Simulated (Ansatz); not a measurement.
# Sc on Ta(110): change of the work function, part 5 of 5

How does Sc on the shortbridge site change the work function of Ta(110) as the layer fills?

Ansatz 0.2.0; plane-wave DFT, PBE, Ansatz PAW (the session's first sound run).

So far, work function, upper face (eV): step 2 (the clean slab, PBE) 4.76; step 3 (adsorbate added, coverage 0.25 ML, PBE) 2.50; step 4 (the covered slab, coverage 0.5 ML, PBE) 3.01; step 7 (the 0.25 ML cell at another level of theory, functional PBEsol) 2.54; step 8 (the 0.25 ML cell at another level of theory, functional revpbe) 2.37.

**10. The same run with other settings: efield.amplitude = 0.3**

System of this step: Ta(110). The cell holds 4 atoms: 4 Ta. Cell: a = 2.867 Å, b = 2.867 Å, c = 25.022 Å, α = 90.0°, β = 90.0°, γ = 70.5°. Vacuum lies along c.

Another changed input: it repeats the earlier run at 0 ML with efield.amplitude to 0.3.

input.yaml

```yaml
crystal:
  lattice:
    - [2.3405234457, -1.655, 0.0]
    - [2.3405234457, 1.655, 0.0]
    - [0.0, 0.0, 25.0215703372]
  atoms:
    - { symbol: Ta, position: [0.0, 0.0, 0.3596896549] }
    - { symbol: Ta, position: [0.5, 0.5, 0.453229885] }
    - { symbol: Ta, position: [0.0, 0.0, 0.546770115] }
    - { symbol: Ta, position: [0.5, 0.5, 0.6403103451] }
kpoints:
  mp_grid: { grid: [11, 11, 1] }
hamiltonian:
  xc: pbe
scf:
  occupations: { method: fermi_dirac, width: 0.1 }
  convergence: { dr2_threshold: 1.0e-08 }
efield:
  axis: 3
  dipole_correction: true
  ramp_position: 0.97
  ramp_width: 0.06
  amplitude: 0.3
relax:
  f_tol: 0.02
  max_steps: 60
  constraints: [{ sites: [0, 1] }]
output:
  write_potential: true
  write_density: true
  volumetric_format: npy
```

Command:

```
$ ansatz run input.yaml --threads 4 --pin off --max-ram 6144MiB --backend cpu --events-out ev --progress --plain --runs-dir out
```

Numbers of over 12 decimals in the logs are rounded to 6 here.

The log of the run:

```text
[...]
Crystal: 4 atoms, lattice volume = 193.845 Å³
Basis set: ecut = 420 eV, 3793 PW (Γ), exchange–correlation on 40×40×360 points (8 copies of the dense FFT grid, shifted against one another)
Bands: 32, of which v1, the nominal top of the filled ones, is band 26 counted from 1 (25 counted from 0)
Symmetry: 4 space group operations
k-points: 36 of 121
[...]
SCF iter   1: F=—  HF=-39729.495350 eV  |F-HF|=—  |Δ(HF+E_count)|=         —  Δρ=4.02e-2  dr2=4.24e1  ethr=3.10e-3  p=0.134 e·Å  D=1.26e-1 V/Å  ΔV_dip=-3.14 eV  dr2_dipole=1.64e-2  V_vac-E_F(+/−)=9.06/5.36 eV  ⟨swp⟩=8.2  Hψ=5959  notcnv=0
[...]
SCF iter  11: F=-39726.795809 eV  HF=-39726.795809 eV  |F-HF|=9.53e-10  |Δ(HF+E_count)|=   4.66e-9  Δρ=3.62e-7  dr2=6.19e-10  ethr=1.92e-11  p=0.146 e·Å  D=1.36e-1 V/Å  ΔV_dip=-3.40 eV  dr2_dipole=1.03e-11  V_vac-E_F(+/−)=6.44/3.00 eV  ⟨swp⟩=10.3  Hψ=8318  notcnv=0
SCF 1 converged in 11 iterations: F = -39726.795809 eV  dr2 = 6.19e-10
[...]
relax step   1: F+E_penalty+E_count = -39726.79580933 eV  Δ(F+E_penalty+E_count) = +0.000e0 eV  max|allowed force component| = 4.137e-1 eV/Å  Δτ_max = 0.0000 Å  (11 SCF iters, accepted)
[...]
SCF iter   9: F=-39726.772498 eV  HF=-39726.772498 eV  |F-HF|=7.51e-9  |Δ(HF+E_count)|=   3.62e-8  Δρ=1.23e-6  dr2=8.09e-9  ethr=1.92e-11  p=0.149 e·Å  D=1.39e-1 V/Å  ΔV_dip=-3.48 eV  dr2_dipole=1.73e-9  V_vac-E_F(+/−)=6.37/3.01 eV  ⟨swp⟩=11.6  Hψ=9428  notcnv=0
SCF 2 converged in 9 iterations: F = -39726.772498 eV  dr2 = 8.09e-9
[...]
relax step   2: F+E_penalty+E_count = -39726.77249835 eV  Δ(F+E_penalty+E_count) = +2.331e-2 eV  max|allowed force component| = 8.040e-1 eV/Å  Δτ_max = 0.1925 Å  (9 SCF iters, rejected (line search))
[...]
SCF iter   9: F=-39726.815572 eV  HF=-39726.815572 eV  |F-HF|=2.18e-9  |Δ(HF+E_count)|=   2.41e-8  Δρ=8.61e-7  dr2=4.04e-9  ethr=1.92e-11  p=0.146 e·Å  D=1.37e-1 V/Å  ΔV_dip=-3.42 eV  dr2_dipole=1.87e-10  V_vac-E_F(+/−)=6.42/3.00 eV  ⟨swp⟩=11.2  Hψ=9017  notcnv=0
SCF 3 converged in 9 iterations: F = -39726.815572 eV  dr2 = 4.04e-9
relax step   3: F+E_penalty+E_count = -39726.81557177 eV  Δ(F+E_penalty+E_count) = -1.976e-2 eV  max|allowed force component| = 1.478e-2 eV/Å  Δτ_max = 0.0875 Å  (9 SCF iters, accepted)
[...]
SCF converged after 9 iterations
Free energy (F): -39726.815572 eV
[...]
Internal energy: -39726.641820 eV  (E = F + TS)
E sigma→0 (E₀):  -39726.728696 eV
Entropy (-TS):   -0.173751 eV (-43.438 meV/atom)
Fermi energy:    4.095638 eV
Dipole field:    D = 0.136759 V/Å  (p = 0.146505 e·Å, saw-weighted, corrected)
Work function:   not extracted (applied field tilts the vacuum); planar V_es + V_field profile in the machine report
[...]
--- Forces (eV/Å), atoms counted from 1 ---
  atom   1  Ta     0.00000000     0.00000000     0.42397022
  atom   2  Ta     0.00000000     0.00000000    -0.43136543
  atom   3  Ta     0.00000000     0.00000000    -0.00737772
  atom   4  Ta     0.00000000     0.00000000     0.01477838
  max |Σ_I F_I| component: 5.45e-6 eV/Å
--- Band table (eV; the first three rows and the last of 36) ---
  k-point 0: bands = [... 22 lower, 3.5657, 3.7855, 3.8910, 4.4580, 4.5021, 4.6364, 5.1052, 5.3373, ... 2 higher]
  k-point 1: bands = [... 22 lower, 3.4690, 3.7578, 3.8891, 4.2079, 4.4117, 4.7407, 4.9947, 5.2052, ... 2 higher]
  k-point 2: bands = [... 22 lower, 3.2969, 3.5657, 3.7250, 3.8663, 4.0383, 4.2743, 5.3268, 5.5313, ... 2 higher]
  k-point 35: bands = [... 22 lower, 2.7945, 3.3453, 3.8971, 5.4397, 5.5762, 6.2607, 6.5583, 6.8576, ... 2 higher]
--- Relaxed structure (3 steps of the walk, 2 accepted, 0 SCFs on fresh bases) ---
  F+E_penalty+E_count = -39726.81557177 eV   max|allowed force component| = 1.478e-2 eV/Å
  atoms:
    - { symbol: Ta, position: [0.0, 0.0, 0.3596896549] }
    - { symbol: Ta, position: [0.5, 0.5, 0.453230] }
    - { symbol: Ta, position: [0.0, 0.0, 0.546980] }
    - { symbol: Ta, position: [0.5, 0.5, 0.636813] }
```

The job ended after 5.5 s (4 threads of AMD EPYC 9R45, shared host; peak memory 0.67 GiB; 21 s of CPU time).

Step by step:

```csv
step,energy less that of the first step (eV),largest force component (eV/Å)
1,0.0000,0.4137
2,0.0233,0.8040
3,-0.0198,0.0148
```

Relaxation step 2 was tried and not accepted.

The run keeps the 4 symmetry operations that it works with, so distortions that break them were not tested.

The atoms that moved most (Å):

```csv
atom,dx,dy,dz,length
Ta4,0.000,0.000,-0.087,0.087
Ta3,0.000,0.000,0.005,0.005
```

Final coordinates:

```xyz
4
Lattice="2.3405 -1.6550 0.0000 2.3405 1.6550 0.0000 0.0000 0.0000 25.0216" Properties=species:S:1:pos:R:3
Ta    0.0000    0.0000    9.0000
Ta    2.3405    0.0000   11.3405
Ta    0.0000    0.0000   13.6863
Ta    2.3405    0.0000   15.9341
```

This step gave:

```
energy at zero smearing : -39726.7287 eV
dipole along the normal : 0.1465 e·Å
```

```csv
quantity,this run,earlier run,difference
dipole along the normal (e·Å),0.1465,0.002365,0.14
```

The applied field differs between the two, so the dipoles differ in any case.

**11. What came out**

| Property | Result |
| --- | --- |
| work function of the clean face | 4.76 eV |
| work function at 0.25 ML | 2.50 eV |
| work function at 0.5 ML | 3.01 eV |
| dipole per adsorbate at 0.25 ML, positive end outwards | 1.83 D |

Sc lowers the work function of Ta(110) at the lowest coverage, by 2.26 eV: the adsorbate layer has its positive end outwards. The slab has 4 layers, at the tabulated experimental lattice constant, one starting site was run, and quantum-size effects of a slab this thin can reach one or two tenths of an eV. The main runs have no spin polarisation; a magnetic state could lie lower and would change these results.

[Logs are printed without paths, hosts, clocks, repeated set-up lines and the standing remarks that a program may print on its own settings, such as how far it seeks lower states.]

[Hosts, paths, dates, database ids (printed as entryN), source tags and the programs' standing remarks are cut or masked in the printed files.]

[Maps of the electrostatic potential energy from Ansatz leave out the sawtooth potential of an applied field or a dipole correction, so their vacuum need not be flat; planar profiles and work functions include it.]
